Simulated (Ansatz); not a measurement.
# GePt (model cell, started as CsCl type): phonons and vibrational spectra, part 2 of 2

Task: relax GePt (model cell, started as CsCl type), then find its harmonic phonons.

Ansatz 0.2.0; DFT r2SCAN, scalar-relativistic, plane waves, PAW.

So far. Step 3 (Tight relaxation): The forces vanish by symmetry and the pressure is 0.000 GPa, within the tolerances set. The cell now holds 15.73 Å³/atom. The relaxed cell has a = 3.157 Å (conventional setting).

The structure was built from a prototype and need not be the compound's stable phase.

## 4. Modes at Γ

The zone centre comes first: it holds the modes that light can see, as far as symmetry allows. No field response is asked, since the mesh shows no gap.

File input.yaml:

```yaml
crystal:
  lattice:
    - [3.1569466852, 0.0, 0.0]
    - [0.0, 3.1569466852, 0.0]
    - [0.0, 0.0, 3.1569466852]
  atoms:
    - { symbol: Pt, position: [0.0, 0.0, 0.0] }
    - { symbol: Ge, position: [0.5, 0.5, 0.5] }
kpoints:
  mp_grid: { grid: [16, 16, 16] }
hamiltonian:
  xc: r2scan
scf:
  occupations: { method: methfessel_paxton, width: 0.2 }
output:
  eigenvalues: true
phonons:
  method: dfpt
```

Run with:

```
> ansatz run input.yaml --threads 4 --pin off --max-ram 7168MiB --backend cpu --events-out ev --progress --plain --runs-dir out
```

Numbers of over 12 decimals in the logs are rounded to 6 here.

What it wrote:

```text
[...]
Crystal: 2 atoms, lattice volume = 31.463 Å³
Basis set: ecut = 500 eV, 799 PW (Γ), exchange–correlation on 120×120×120 points (125 copies of the dense FFT grid, shifted against one another)
Bands: 20, of which v1, the nominal top of the filled ones, is band 16 counted from 1 (15 counted from 0)
Symmetry: 48 space group operations
k-points: 405 of 4096 (irreducible under 8 space group operations, time reversal used)
[...]
SCF iter   1: F=—  HF=-16839.725429 eV  |F-HF|=—  |Δ(HF+E_count)|=         —  Δρ=1.10e-2  dr2=3.22e-2  dr2_τ=1.07e-2  ethr=1.77e-3  ⟨swp⟩=4.9  Hψ=31999  notcnv=0
[...]
SCF iter   9: F=-16839.736733 eV  HF=-16839.736733 eV  |F-HF|=0.00e0  |Δ(HF+E_count)|=  2.04e-10  S|Δr|=    0.00e0  Δρ=9.54e-8  dr2=2.85e-12  dr2_τ=6.96e-13  ethr=1.00e-12  ⟨swp⟩=4.1  Hψ=40646  notcnv=0
SCF 1 converged in 9 iterations: F = -16839.736733 eV  dr2 = 2.85e-12
[...]
DFPT response loops at Γ: preconditioner auto → Kerker (q_TF=auto, 2.736 Å⁻¹) (partly filled bands, converged f_vac=0.000); β = 1.00, the filter's whole step (`scf.mixing.beta` (0.50) is not read by the response loops under this deck's `scf.mixing.preconditioner`; to damp them name `kerker` or `kerker_dos`, under which they read `scf.mixing.beta`, and type it under 1.00, their step now; both keys bind the ground state too); Broyden in place of MSR1
SCF converged after 9 iterations
[...]
Free energy (F): -16839.736733 eV
[...]
Internal energy: -16839.736464 eV  (E = F + TS)
E sigma→0 (E₀):  -16839.736666 eV
Entropy (-TS):   -0.000269 eV (-0.135 meV/atom)
Fermi energy:    18.240030 eV
[...]
--- Band table (eV; the first three rows and the last of 405) ---
  k-point 0: bands = [... 12 lower, 15.7298, 15.7298, 15.7298, 20.0645, 20.0645, 20.0645, 23.4190, 28.7549]
  k-point 1: bands = [... 12 lower, 15.6273, 15.6273, 15.7339, 19.5393, 20.2343, 20.2343, 23.8639, 28.6293]
  k-point 2: bands = [... 12 lower, 15.3658, 15.3658, 15.7457, 18.5203, 20.6983, 20.6983, 24.6355, 28.2881]
  k-point 404: bands = [... 12 lower, 12.6679, 16.8478, 16.8478, 20.8422, 20.8422, 20.8422, 22.5911, 22.5911]
--- Phonons (Γ-DFPT): 2 representative perturbations + reference, on 405 of 4096 k-points (Σ response iterations 15) ---
  k mesh reduced under 8 symmetry operations, with k and −k counted as one. Each operation leaves every solved perturbation unchanged. A smaller set is not considered because the functional reads the kinetic-energy density
  ASR residual: 7.189e-5 → 0.000e0 eV/Å²; symmetrization residual: 2.786e-5 eV/Å²
  ASR residual per site (eV/Å²): 7.19e-5 3.21e-5
  Γ frequencies (cm⁻¹): 0.00 0.00 0.00 57.63 57.63 57.63
  non-analytic LO–TO correction: not included (Born effective charges unavailable; polar crystals: no LO–TO splitting at Γ)
```

Run time: 1.9 min. Hardware: 4 threads of Arm Neoverse N1, shared host; peak memory 1.3 GiB.

Numbers from this step:

| Item | Value |
| --- | --- |
| sum-rule residual before enforcement | 7.19e-5 eV/Å² |
| point group | m-3m |
| highest optical mode at the zone centre (no LO-TO term) | 57.63 cm⁻¹ |
| lowest optical zone-centre mode | 57.63 cm⁻¹ |

Patterns of degenerate modes are one choice out of their space. Modes at Γ, with each element's share of the kinetic energy:

| mode | frequency (cm⁻¹) | symmetry | Pt % | Ge % |
| --- | --- | --- | --- | --- |
| 1 | 0.0 | acoustic | 73 | 27 |
| 2 | 0.0 | acoustic | 73 | 27 |
| 3 | 0.0 | acoustic | 73 | 27 |
| 4 | 57.6 | T1u | 27 | 73 |
| 5 | 57.6 | T1u | 27 | 73 |
| 6 | 57.6 | T1u | 27 | 73 |

Displacements in mode 5 (57.6 cm⁻¹), the largest set to 1:
```
Pt1  0.00  0.00 -0.37
Ge2  0.00  0.00  1.00
```

Before it was imposed, the acoustic sum rule was missed by 7.2e-5 eV/Å². Small misses are needed for a sound result but don't prove that mesh and cutoff are converged. The lowest optical mode is real, 57.6 cm⁻¹.

## 5. The dispersion

Stability and thermal properties need the whole zone. Linear response on a 2×2×2 q mesh gives force constants as far as a supercell of that size would.

Changes to input.yaml since step 4:

```diff
@@ -18 +18,8 @@
   method: dfpt
+  qmesh: [2, 2, 2]
+  temperatures: { t_max: 1000, t_step: 50 }
+  qpath:
+    path:
+      - [[0.0, 0.0, 0.0], [0.0, 0.5, 0.0], [0.5, 0.5, 0.0], [0.0, 0.0, 0.0], [0.5, 0.5, 0.5], [0.0, 0.5, 0.0]]
+      - [[0.5, 0.5, 0.5], [0.5, 0.5, 0.0]]
+    npoints: 10
```

What it wrote:

```text
[...]
Crystal: 2 atoms, lattice volume = 31.463 Å³
Basis set: ecut = 500 eV, 799 PW (Γ), exchange–correlation on 120×120×120 points (125 copies of the dense FFT grid, shifted against one another)
Bands: 20, of which v1, the nominal top of the filled ones, is band 16 counted from 1 (15 counted from 0)
Symmetry: 48 space group operations
k-points: 405 of 4096 (irreducible under 8 space group operations, time reversal used)
[...]
SCF iter   1: F=—  HF=-16839.725429 eV  |F-HF|=—  |Δ(HF+E_count)|=         —  Δρ=1.10e-2  dr2=3.22e-2  dr2_τ=1.07e-2  ethr=1.77e-3  ⟨swp⟩=4.9  Hψ=31999  notcnv=0
[...]
SCF iter   9: F=-16839.736733 eV  HF=-16839.736733 eV  |F-HF|=0.00e0  |Δ(HF+E_count)|=  2.04e-10  S|Δr|=    0.00e0  Δρ=9.54e-8  dr2=2.85e-12  dr2_τ=6.96e-13  ethr=1.00e-12  ⟨swp⟩=4.1  Hψ=40646  notcnv=0
SCF 1 converged in 9 iterations: F = -16839.736733 eV  dr2 = 2.85e-12
[...]
Basis set: ecut = 500 eV, 799 PW (Γ), exchange–correlation on 96×96×96 points (64 copies of the dense FFT grid, shifted against one another)
k-points: 165 of 4096
[...]
SCF iter   1: F=—  HF=-16839.736733 eV  |F-HF|=—  |Δ(HF+E_count)|=         —  Δρ=2.10e-7  dr2=1.43e-11  dr2_τ=2.01e-12  ethr=5.28e-9  ⟨swp⟩=3.7  Hψ=23712  notcnv=0
eigensolver tolerance schedule: the retry pair's looser diagonalisation over-reported the residual by 117954.63 of it (diagonalisation noise at 0.25 of the residual, at the tolerance the schedule requests for it); recorded, not acted on — ethr = c·dr2/N_el stays at c = 1.0e-1
[...]
SCF iter   2: F=-16839.736733 eV  HF=-16839.736733 eV  |F-HF|=3.64e-12  |Δ(HF+E_count)|=   1.88e-9  S|Δr|=    0.00e0  Δρ=1.18e-7  dr2=7.81e-12  dr2_τ=9.10e-13  ethr=1.00e-12  ⟨swp⟩=2.7  Hψ=13613  notcnv=0
SCF 2 converged in 2 iterations: F = -16839.736733 eV  dr2 = 7.81e-12
phonons: the bands overlap, so this run is a metal and interpolates without the dipole-dipole term. If the crystal is really an insulator or semiconductor, its LO-TO splitting is missing
[...]
NSCF: frozen V_eff on 165 k-points
[...]
SCF converged after 9 iterations
[...]
Free energy (F): -16839.736733 eV
[...]
Internal energy: -16839.736464 eV  (E = F + TS)
E sigma→0 (E₀):  -16839.736666 eV
Entropy (-TS):   -0.000269 eV (-0.135 meV/atom)
Fermi energy:    18.240030 eV
[...]
--- Band table (eV; the first three rows and the last of 405) ---
  k-point 0: bands = [... 12 lower, 15.7298, 15.7298, 15.7298, 20.0645, 20.0645, 20.0645, 23.4190, 28.7549]
  k-point 1: bands = [... 12 lower, 15.6273, 15.6273, 15.7339, 19.5393, 20.2343, 20.2343, 23.8639, 28.6293]
  k-point 2: bands = [... 12 lower, 15.3658, 15.3658, 15.7457, 18.5203, 20.6983, 20.6983, 24.6355, 28.2881]
  k-point 404: bands = [... 12 lower, 12.6679, 16.8478, 16.8478, 20.8422, 20.8422, 20.8422, 22.5911, 22.5911]
[...]
ASR residual: 7.189e-5 → 0.000e0 eV/Å²; symmetrization residual: 2.786e-5 eV/Å²
  ASR residual per site (eV/Å²): 7.19e-5 3.21e-5
  Γ frequencies (cm⁻¹): 0.00 0.00 0.00 57.63 57.63 57.63
--- Phonons (arbitrary-q DFPT): 4 irreducible q on the 2×2×2 mesh ---
  q = [0.0000, 0.0000, 0.0000] (star 1, of the zone-centre solve; hermiticity 8.62e-5, symmetrization 2.23e-12): -0.00 0.00 0.00 57.63 57.63 57.63
  q = [0.0000, 0.0000, -0.5000] (star 3, 4 solved perturbations in 2268 linear systems a pass and spin channel, the states on 729 of 4096 k-point pairs; hermiticity 9.70e-14, symmetrization 1.31e-12): 44.90 44.90 52.55 88.84 88.84 191.44
[...]
q = [-0.5000, -0.5000, -0.5000] (star 1, 2 solved perturbations on 405 of 4096 k-point pairs; hermiticity 5.27e-13, symmetrization 1.07e-11): 75.20 75.20 75.20 141.40 141.40 141.40
  sum rule: each row above includes the acoustic sum rule's correction from the zone centre's row sums; it moved no ω² by more than (0.35 cm⁻¹)²
  mesh force constants: q→R imaginary residual 2.42e-17; ASR residual 7.189e-5 → 0.000e0 eV/Å²; symmetrization residual 3.997e-15 eV/Å²
  interpolated dispersion: 62 rows × 6 modes
  density of states and harmonic sums: on the 20×20×20 q-mesh, interpolated from the force constants of a 2×2×2 supercell (no non-analytic term)
  largest difference from the sums on the solved wave vectors: F 3.22e-1 eV, S 4.09e-4 and C_V 8.78e-5 eV/K
  zero-point energy: 0.026682 eV/cell   skipped modes (ω ≤ 0): 144, of them read as no rigid motion or as one in doubt: 141 (4.871e-1 modes/cell left out, lowest -44.68 cm⁻¹)   left out of the sums: 8.13e-2 of the cell's modes: C_V's classical limit lies that fraction below 3 k_B per atom; for a crystal, a wire or a layer, F and S can be off by more, and a phonons.interpolated_qmesh denser along its periods is the remedy for the sampling
```

It took 12 min on 4 threads; peak memory 1.8 GiB.

This step gave:

```
lowest frequency on the path                            : -44.68 cm⁻¹
highest frequency on the path or at a solved wavevector : 191.4 cm⁻¹
lowest mode on the q mesh (acoustic modes at Γ apart)   : -44.68 cm⁻¹
```

Frequencies (cm⁻¹) solved at each irreducible wavevector; negative means imaginary. Frequencies by wavevector, by row:

| q in reciprocal lattice units | star | mode 1 | mode 2 | mode 3 | mode 4 | mode 5 | mode 6 |
| --- | --- | --- | --- | --- | --- | --- | --- |
| 0 0 0 | 1 | 0 | 0 | 0 | 57.6 | 57.6 | 57.6 |
| 0 0 -0.5 | 3 | 44.9 | 44.9 | 52.5 | 88.8 | 88.8 | 191.4 |
| 0 -0.5 -0.5 | 3 | -44.7 | -44.7 | -31.7 | 41.5 | 139.4 | 139.4 |
| -0.5 -0.5 -0.5 | 1 | 75.2 | 75.2 | 75.2 | 141.4 | 141.4 | 141.4 |

Interpolated from a 2×2×2 q mesh, rough between the solved points. Phonon branches along the path, in cm⁻¹:

| point | branch 1 | branch 2 | branch 3 | branch 4 | branch 5 | branch 6 |
| --- | --- | --- | --- | --- | --- | --- |
| Γ | 0 | 0 | 0 | 58 | 58 | 58 |
| halfway | 34 | 34 | 42 | 74 | 74 | 140 |
| X | 45 | 45 | 53 | 89 | 89 | 191 |
| halfway | -14 | 18 | 22 | 69 | 119 | 166 |
| M | -45 | -45 | -32 | 42 | 139 | 139 |
| halfway | 21 | 29 | 32 | 72 | 128 | 131 |
| Γ | 0 | 0 | 0 | 58 | 58 | 58 |
| halfway | 18 | 31 | 31 | 120 | 120 | 123 |
| R | 75 | 75 | 75 | 141 | 141 | 141 |
| halfway | 18 | 27 | 42 | 108 | 117 | 154 |
| X | 45 | 45 | 53 | 89 | 89 | 191 |
| jump to R | 75 | 75 | 75 | 141 | 141 | 141 |
| halfway | 41 | 41 | 48 | 104 | 141 | 141 |
| M | -45 | -45 | -32 | 42 | 139 | 139 |

The phonon branches as a text plot (rows in cm⁻¹):

```
    186 |      ***                                     ***
    177 |     *   **                                  *
    167 |                                            *
    157 |    *      *                               *
    147 |            **                           **
    137 |   *         *******              *******        *******
    127 |           **       *          ****      **       *
    118 |                     *        **          **       *
    108 |         **                   *            ***      *
     98 |  *                   *     **              ***
     88 |      ***                                     ***
     78 | * ***   **            *   *         **          *   *
     68 |  *               ***** * *         *  **         *
     59 |**         **    *     ****        *     *        **  *
     49 |    *****    * **                 *      **    **  **  *
     39 |   ***   *    *      **    *    ***       ******    *
     29 | **       *         ****    ****           ***
     19 |***       *       ***  ** **   ***         * *       *
      9 |*          *     *      *
      0 |                  **     *                  *
    -10 |
    -20 |           **   **                                   **
    -30 |           *******                                     *
    -40 |            *****                                     **
         Γ      X      M          Γ            R        X|R     M
```

Tetrahedra on a 20×20×20 mesh, mean over bins of 2 cm-1. Interpolated from a 2×2×2 q mesh, rough between the solved points. Phonon density of states against wavenumber; read off at these points:

| wavenumber (cm⁻¹) | phonon density of states (1/cm⁻¹/cell) |
| --- | --- |
| -45.0 | 7.0e-5 |
| -40.0 | 0.00566 |
| -35.0 | 0.00889 |
| -30.0 | 0.0115 |
| -25.0 | 0.0141 |
| -20.0 | 0.0141 |
| -15.0 | 0.0126 |
| -10.0 | 0.0101 |
| -5.0 | 0.0101 |
| 0.0 | 0.0112 |
| 5.0 | 0.0131 |
| 10.0 | 0.0164 |
| 15.0 | 0.0276 |
| 20.0 | 0.0418 |
| 25.0 | 0.0834 |
| 27.0 | 0.100 |
| 30.0 | 0.100 |
| 31.0 | 0.110 |
| 35.0 | 0.0996 |
| 40.0 | 0.0554 |
| 45.0 | 0.0226 |
| 50.0 | 0.0160 |
| 55.0 | 0.0129 |
| 60.0 | 0.0141 |
| 65.0 | 0.0173 |
| 70.0 | 0.0217 |
| 75.0 | 0.0280 |
| 80.0 | 0.0297 |
| 85.0 | 0.0329 |
| 87.0 | 0.0345 |
| 90.0 | 0.0289 |
| 95.0 | 0.0257 |
| 100.0 | 0.0257 |
| 105.0 | 0.0235 |
| 110.0 | 0.0252 |
| 115.0 | 0.0261 |
| 120.0 | 0.0275 |
| 125.0 | 0.0293 |
| 130.0 | 0.0332 |
| 135.0 | 0.0393 |
| 140.0 | 0.0619 |
| 141.0 | 0.0696 |
| 145.0 | 0.0331 |
| 150.0 | 0.0218 |
| 155.0 | 0.0166 |
| 160.0 | 0.0132 |
| 165.0 | 0.0106 |
| 170.0 | 0.00862 |
| 175.0 | 0.00682 |
| 180.0 | 0.00521 |
| 185.0 | 0.00349 |
| 190.0 | 0.00104 |

The partial phonon density of states has structure finer than the step of the table below, so its rows give means over 5 cm⁻¹, whole bins alone (the curve runs from -53.9 to 206 cm⁻¹). Peaks (cm⁻¹: height): Ge 88.5: 0.0375, 108.2: 0.0404, 140.9: 0.0531; Pt -8.1: 0.0180, 32.9: 0.102.

Phonopy on the run's constants, 17x17x17 mesh, Gaussian sigma 2.0 cm-1. Interpolated from a 2×2×2 q mesh, rough between the solved points. Partial phonon density of states against wavenumber; means over each step; values in 1/cm⁻¹/cell:

| wavenumber (cm⁻¹) | Ge | Pt |
| --- | --- | --- |
| -50 | 3.0e-6 | 4.1e-5 |
| -45 | 1.7e-4 | 0.00147 |
| -40 | 6.4e-4 | 0.00551 |
| -35 | 8.6e-4 | 0.00762 |
| -30 | 0.00123 | 0.0126 |
| -25 | 0.00133 | 0.0144 |
| -20 | 9.3e-4 | 0.0111 |
| -15 | 7.1e-4 | 0.00988 |
| -10 | 0.00157 | 0.0152 |
| -5 | 0.00113 | 0.00920 |
| 0 | 4.9e-4 | 0.00424 |
| 5 | 7.1e-4 | 0.00786 |
| 10 | 0.00150 | 0.0161 |
| 15 | 0.00231 | 0.0254 |
| 20 | 0.00349 | 0.0430 |
| 25 | 0.00487 | 0.0710 |
| 30 | 0.00496 | 0.0946 |
| 35 | 0.00322 | 0.0916 |
| 40 | 0.00175 | 0.0548 |
| 45 | 0.00185 | 0.0284 |
| 50 | 0.00293 | 0.0138 |
| 55 | 0.00411 | 0.00978 |
| 60 | 0.00619 | 0.00819 |
| 65 | 0.0114 | 0.00667 |
| 70 | 0.0192 | 0.00500 |
| 75 | 0.0250 | 0.00250 |
| 80 | 0.0250 | 0.00109 |
| 85 | 0.0299 | 0.00113 |
| 90 | 0.0343 | 0.00176 |
| 95 | 0.0209 | 0.00145 |
| 100 | 0.0172 | 0.00118 |
| 105 | 0.0273 | 0.00205 |
| 110 | 0.0271 | 0.00200 |
| 115 | 0.0201 | 0.00179 |
| 120 | 0.0242 | 0.00199 |
| 125 | 0.0278 | 0.00227 |
| 130 | 0.0337 | 0.00235 |
| 135 | 0.0381 | 0.00280 |
| 140 | 0.0504 | 0.00357 |
| 145 | 0.0341 | 0.00211 |
| 150 | 0.0218 | 0.00106 |
| 155 | 0.0168 | 6.3e-4 |
| 160 | 0.0120 | 3.9e-4 |
| 165 | 0.0105 | 2.4e-4 |
| 170 | 0.00908 | 1.5e-4 |
| 175 | 0.00654 | 8.3e-5 |
| 180 | 0.00525 | 4.2e-5 |
| 185 | 0.00376 | 1.7e-5 |
| 190 | 0.00151 | 9.0e-7 |
| 195 | 1.3e-4 | 0 |
| 200 | 0 | 0 |

Second derivatives of the energy by pair, one row for each kind of neighbour of each atom listed. Each entry sums the pair over the periodic images of the supercell that the q mesh stands for, and in a polar crystal it holds the long-range dipole part too. Force constants by pair, by row:

| atom | neighbour | distance (Å) | third of the trace (eV/Å²) | along the pair's line (eV/Å²) |
| --- | --- | --- | --- | --- |
| Pt1 | itself | 0 | 1.169 | – |
| Pt1 | Ge | 2.734 | -0.0808 | -0.8123 |
| Pt1 | Pt | 3.157 | -0.2138 | -0.4647 |
| Pt1 | Pt | 4.465 | 0.3944 | 0.4306 |
| Pt1 | Pt | 5.468 | -1.064 | -1.064 |
| Ge2 | itself | 0 | 3.697 | – |
| Ge2 | Pt | 2.734 | -0.0808 | -0.8123 |
| Ge2 | Ge | 3.157 | -0.4026 | -2.367 |
| Ge2 | Ge | 4.465 | -0.2347 | -0.5327 |
| Ge2 | Ge | 5.468 | -1.139 | -1.139 |

Symmetry leaves 4 wavevectors to solve. The lowest mode among them, the acoustic zeros apart, lies at q = (0, -0.5, -0.5) and is imaginary, 44.7i cm⁻¹, so the energy falls along it.

## 6. Isotope substitution

An isotope changes the mass and not the force constants, so no new electronic calculation is needed; the shifts show which modes move this element.

The same force constants with the mass of Ge changed from 72.630 to 75.921 u (phonopy, no LO-TO term). Both lists are sorted by frequency; levels can cross, so a row need not hold one and the same mode. Modes under 3 cm⁻¹ are left out. Isotope shifts, by row:

| q | rank | natural mass (cm⁻¹) | changed mass (cm⁻¹) |
| --- | --- | --- | --- |
| 0 0 0 | 4 | 57.63 | 56.71 |
| 0 0 0 | 5 | 57.63 | 56.71 |
| 0 0 0 | 6 | 57.63 | 56.71 |
| 0 0 -0.5 | 1 | 44.9 | 44.9 |
| 0 0 -0.5 | 2 | 44.9 | 44.9 |
| 0 0 -0.5 | 3 | 52.55 | 52.55 |
| 0 0 -0.5 | 4 | 88.84 | 86.89 |
| 0 0 -0.5 | 5 | 88.84 | 86.89 |
| 0 0 -0.5 | 6 | 191.4 | 187.2 |
| 0 -0.5 -0.5 | 1 | -44.68 | -44.57 |
| 0 -0.5 -0.5 | 2 | -44.68 | -44.57 |
| 0 -0.5 -0.5 | 3 | -31.74 | -31.74 |
| 0 -0.5 -0.5 | 4 | 41.47 | 40.56 |
| 0 -0.5 -0.5 | 5 | 139.4 | 136.7 |
| 0 -0.5 -0.5 | 6 | 139.4 | 136.7 |
| -0.5 -0.5 -0.5 | 1 | 75.2 | 75.2 |
| -0.5 -0.5 -0.5 | 2 | 75.2 | 75.2 |
| -0.5 -0.5 -0.5 | 3 | 75.2 | 75.2 |
| -0.5 -0.5 -0.5 | 4 | 141.4 | 138.3 |
| -0.5 -0.5 -0.5 | 5 | 141.4 | 138.3 |
| -0.5 -0.5 -0.5 | 6 | 141.4 | 138.3 |

A mode of this element alone would shift by -2.19 %. The highest zone-centre frequency without the field goes from 57.6 to 56.7 cm⁻¹ (-1.6 %). The product of the frequency ratios over all optical modes at Γ is 0.953; the product rule, (m/m′)^(3k/2) (M′/M)^(3/2) with k = 1 such atoms and M the mass of the cell, gives 0.953.

## 7. Summary of results

| Item | Value |
| --- | --- |
| space group after relaxation (within 0.01 Å) | Pm-3m |
| volume per atom | 15.7 Å³ |
| electronic character | no gap on this mesh |
| highest optical mode at the zone centre (no LO-TO term) | 57.6 cm⁻¹ |
| lowest optical zone-centre mode | 57.6 cm⁻¹ |
| lowest mode on the q mesh (acoustic modes at Γ apart) | -44.7 cm⁻¹ |
| highest frequency on the path or at a solved wavevector | 191 cm⁻¹ |
| imaginary modes on the 2×2×2 q mesh | yes |

**Reading.** Modes are clearly imaginary (beyond 10i cm⁻¹) at 1 of the 4 irreducible wavevectors, most at q = (0, -0.5, -0.5) (44.7i cm⁻¹), so this structure is not a minimum of the energy. The optical modes at Γ form one degenerate level at 58 cm⁻¹. The highest mode in this list at Γ, 57.6 cm⁻¹, is mostly motion of Ge (73 % of the kinetic energy). The q mesh stands for a supercell only 6.3 Å across, so branches between the solved wavevectors are rough. With no gap, or one that is small against the smearing, the frequencies hang on the k mesh and the smearing, most of all near Kohn anomalies. Spin-orbit coupling is left out, which can matter for the heavy elements here. The starting cell was built on a prototype and not taken from a measurement, so the phase need not exist. These are harmonic frequencies at zero temperature: anharmonic shifts, linewidths and thermal expansion are left out.

[Logs are printed without paths, hosts, clocks, repeated set-up lines and the standing remarks that a program may print on its own settings, such as how far it seeks lower states.]

[Hosts, paths, dates, database ids (printed as entryN), source tags and the programs' standing remarks are cut or masked in the printed files.]
